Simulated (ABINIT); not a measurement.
# Quasiparticle gap of KBr (Fm-3m) in ABINIT, part 3 of 3

Aim: the G0W0 gap of KBr (Fm-3m) on PBE, step by step.

ABINIT 10.8.3; PBE and many-body steps on it, plane waves. Known limits of the many-body steps: not at the basis limit; no spin-orbit coupling.

So far. Step 4 (Empty states on the mesh, 4×4×4 mesh, 179 bands): On this mesh the gap is 4.436 eV. Step 5 (Screening, 4×4×4 mesh, 171 bands, screening to 163.3 eV): Local fields lower ε∞ by 17 %.

**6. Self-energy, 4×4×4 mesh, 171 bands, screening to 163.3 eV**

The self-energy is evaluated for the states that the input lists, and the levels follow from it, in one-shot runs by the linearised quasiparticle equation.

This step: G0W0 on PBE, plane waves, norm-conserving pseudopotentials.

Contents of run.abi:

```
acell 3*1.0 Angstrom
rprim 
  0.000000000000 3.300000000000 3.300000000000
  3.300000000000 0.000000000000 3.300000000000
  3.300000000000 3.300000000000 0.000000000000
ntypat 2
znucl 19 35
natom 2
typat 1 2
xred 
  0.000000000000 0.000000000000 0.000000000000
  0.500000000000 0.500000000000 0.500000000000
pp_dirpath "pseudos"
pseudos "K.upf, Br.upf"
ecut 33
ngkpt 4 4 4
nshiftk 1
shiftk 0 0 0
kptopt 1
chksymbreak 0
istwfk *1
occopt 1
irdwfk 1
optdriver 4
nband 171
gwcalctyp 0
ecutsigx 33
symsigma 1
nkptgw 1
kptgw 
  0.0000000000 0.0000000000 0.0000000000
bdgw 
  6 12
ecuteps 6
irdscr 1
ppmodel 1
indata_prefix "in"
outdata_prefix "out"
tmpdata_prefix "tmp"
```

On the command line:

```sh
> OMP_NUM_THREADS=1 mpirun -n 4 abinit run.abi > log
```

Numbers of over 12 decimals in the logs are rounded to 6 here.

The program printed:

```text
.Version 10.8.3 of ABINIT. v10.8.2 released Aug 2026.

 Symmetries : space group Fm -3 m (#225); Bravais cF (face-center cubic)
[... echo of the input left out ...]
== DATASET  1 ==================================================================
-   mpi_nproc: 4, omp_nthreads: 1 (-1 if OMP is not activated)

--- !DatasetInfo
iteration_state: {dtset: 1, }
dimensions: {natom: 2, nkpt: 8, mband: 171, nsppol: 1, nspinor: 1, nspden: 1, mpw: 4477, }
cutoff_energies: {ecut:  33.0, pawecutdg:  -1.0, }
electrons: {nelect:   1.60000000E+01, charge:   0.00000000E+00, occopt:   1.00000000E+00, tsmear:   1.00000000E-02, }

 SIGMA: Calculation of the GW corrections

 Based on a program developped by R.W. Godby, V. Olevano, G. Onida, and L. Reining.
 Incorporated in ABINIT by V. Olevano, G.-M. Rignanese, and M. Torrent.
.Using double precision arithmetic ; gwpc =  8

[... cell and pseudopotentials left out ...]
--------------------------------------------------------------------------------

 ==== K-mesh for the wavefunctions ====
 Number of points in the irreducible wedge :     8
[... list of points left out ...]
 Together with 48 symmetry operations and time-reversal symmetry
 yields    64 points in the full Brillouin Zone.

 ==== Q-mesh for screening function ====
 Number of points in the irreducible wedge :     8
[... list of points left out ...]
 Together with 48 symmetry operations and time-reversal symmetry
 yields    64 points in the full Brillouin Zone.

 vcoul_init : cutoff-mode = AUXILIARY_FUNCTION
 q-points for optical limit:   1
     1)      0.000010    0.000020    0.000030
 setmesh: FFT mesh size selected  =    45x   45x   45
          total number of points  =        91125

 Number of electrons calculated from density =   16.0000; Expected =   16.0000
 average of density, n =  0.032988
 r_s =    1.9343
 omega_plasma =   17.5199 [eV]

 === KS Band Gaps ===
  >>>> For spin  1
   Minimum direct gap =   4.4359 [eV], located at k-point      :   0.0000  0.0000  0.0000
   Fundamental gap    =   4.4359 [eV], Top of valence bands at :   0.0000  0.0000  0.0000
                                       Bottom of conduction at :   0.0000  0.0000  0.0000
 SIGMA fundamental parameters:
 PLASMON POLE MODEL  1
 number of plane-waves for SigmaX                 4477
 number of plane-waves for SigmaC and W            331
 number of plane-waves for wavefunctions          4477
 number of bands                                   171
 number of independent spin polarizations            1
 number of spinorial components                      1
 number of k-points in IBZ                           8
 number of q-points in IBZ                           8
 number of symmetry operations                      48
 number of k-points in BZ                           64
 number of q-points in BZ                           64
 number of frequencies for dSigma/dE                 9
 frequency step for dSigma/dE [eV]                0.25
 number of omega for Sigma on real axis              0
 max omega for Sigma on real axis  [eV]           0.00
 zcut for avoiding poles [eV]                     0.10

 EPSILON^-1 parameters (SCR file):
 dimension of the eps^-1 matrix on file            331
 dimension of the eps^-1 matrix used               331
 number of plane-waves for wavefunctions          4477
 number of bands                                   171
 number of q-points in IBZ                           8
 number of frequencies                               2
 number of real frequencies                          1
 number of imag frequencies                          1

 matrix elements of self-energy operator (all in [eV])

 Perturbative Calculation

--- !SelfEnergy_ee
iteration_state: {dtset: 1, }
kpoint     : [   0.000,    0.000,    0.000, ]
spin       : 1
KS_gap     :    4.436
QP_gap     :    6.905
Delta_QP_KS:    2.469
data: !SigmaeeData |
     Band     E0 <VxcDFT>   SigX SigC(E0)      Z dSigC/dE  Sig(E)    E-E0       E
        6  -0.010 -12.760 -16.565   1.554   0.814  -0.228 -14.593  -1.832  -1.842
        7  -0.010 -12.760 -16.565   1.554   0.814  -0.228 -14.593  -1.832  -1.842
        8  -0.010 -12.760 -16.565   1.554   0.814  -0.228 -14.593  -1.832  -1.842
        9   4.426  -6.661  -3.089  -2.835   0.865  -0.156  -6.024   0.637   5.063
       10   7.598  -8.409  -3.762  -3.025   0.859  -0.164  -7.015   1.394   8.992
       11   7.598  -8.409  -3.762  -3.025   0.859  -0.164  -7.015   1.394   8.992
       12   7.598  -8.409  -3.762  -3.025   0.859  -0.164  -7.015   1.394   8.992

== END DATASET(S) ==============================================================
================================================================================

 -outvars: echo values of variables after computation  --------
           etotal      0.0000000000E+00
            nband         171
             nkpt           8
          spgroup         225
 [... the other variables as echoed above ...]

 Calculation completed.
```

The job ended after 17 s (4 MPI ranks of Arm Neoverse V1, shared host; peak memory 1.6 GiB; 66 s of CPU time).

Numbers from this step:

* G0W0 gap on the points computed: 6.905 eV
* starting gap on the mesh: 4.436 eV
* k of the valence top: 0, 0, 0
* k of the conduction bottom: 0, 0, 0
* Z at the valence top: 0.814
* Z at the conduction bottom: 0.865
* least direct G0W0 gap on the computed points: 6.905 eV

The gap on the mesh goes from 4.44 eV to 6.90 eV, a correction of +2.47 eV.

Limits: finite bands, cutoff and mesh; no spin-orbit coupling. v1 is the top filled band, c1 the lowest empty one. The levels before and after the correction (eV, zero at the valence-band top of each column):

```csv
,conduction bottom,valence top
Kohn-Sham,4.44,0.00
G0W0,6.91,0.00
```

```csv
,level,energy (eV)
Kohn-Sham,Γ v3-v1,0.000
Kohn-Sham,Γ c1,4.436
Kohn-Sham,Γ c2-c4,7.608
G0W0,Γ v3-v1,0.000
G0W0,Γ c1,6.905
G0W0,Γ c2-c4,10.834
```

**7. Where the time went**

Times are wall times on 4 MPI ranks of Arm Neoverse V1, shared host, good to a factor of about two.

```csv
step,time,share,memory (GiB)
ground state,10 s,5 %,0.34
bands along the symmetry lines,21 s,9 %,0.31
empty states on the mesh,1.9 min,51 %,4.4
screening,61 s,27 %,1.6
self-energy,17 s,7 %,1.6
```

**8. Summary of results**

```
PBE gap              : 4.44 eV, direct
G0W0 gap on the mesh : 6.90 eV
GW settings          : 4×4×4 mesh, 171 bands, screening to 163.3 eV, Godby-Needs plasmon pole
known limits         : not at the basis limit; no spin-orbit coupling
```

G0W0 moves the gap on the mesh from 4.44 eV to 6.90 eV (+2.47 eV), with Z of 0.81 and 0.86 at the edges. Local fields lower the RPA ε∞ on this mesh from 2.85 to 2.37. Only 1 of the mesh's irreducible points was corrected, so a valley elsewhere could overtake. The dearest step here is «empty states on the mesh». Bands and cutoff are finite, so the gap is not at the basis limit. The miss can reach some tenths of an eV and take either sign; the mesh is an error of its own. In the G0W0 run levels were corrected at 1 k point alone, so a gap called «on the mesh» is the least over those, and an edge elsewhere would be missed. The many-body steps are scalar-relativistic: spin-orbit coupling is not in them.

[Paths, hosts, dates, memory and timing lines, banners, echoed tables and standing remarks are left out of the program output.]

[Logs are printed without paths, hosts, clocks, repeated set-up lines and the standing remarks that a program may print on its own settings, such as how far it seeks lower states.]

[Runs of the session that timed out or met a known fault of the program may be left out.]

[Hosts, paths, dates, database ids (printed as entryN), source tags and the programs' standing remarks are cut or masked in the printed files.]

[G0W0 gaps are taken among the corrected bands and points alone; a level outside them can change the order at an edge.]

[Where Ansatz stands beside ABINIT at settings called matched, ABINIT's density can come from a denser mesh and the files from another edition; pairs whose starting gaps differed by over 0.03 eV were left out, so agreement reads better than it is.]
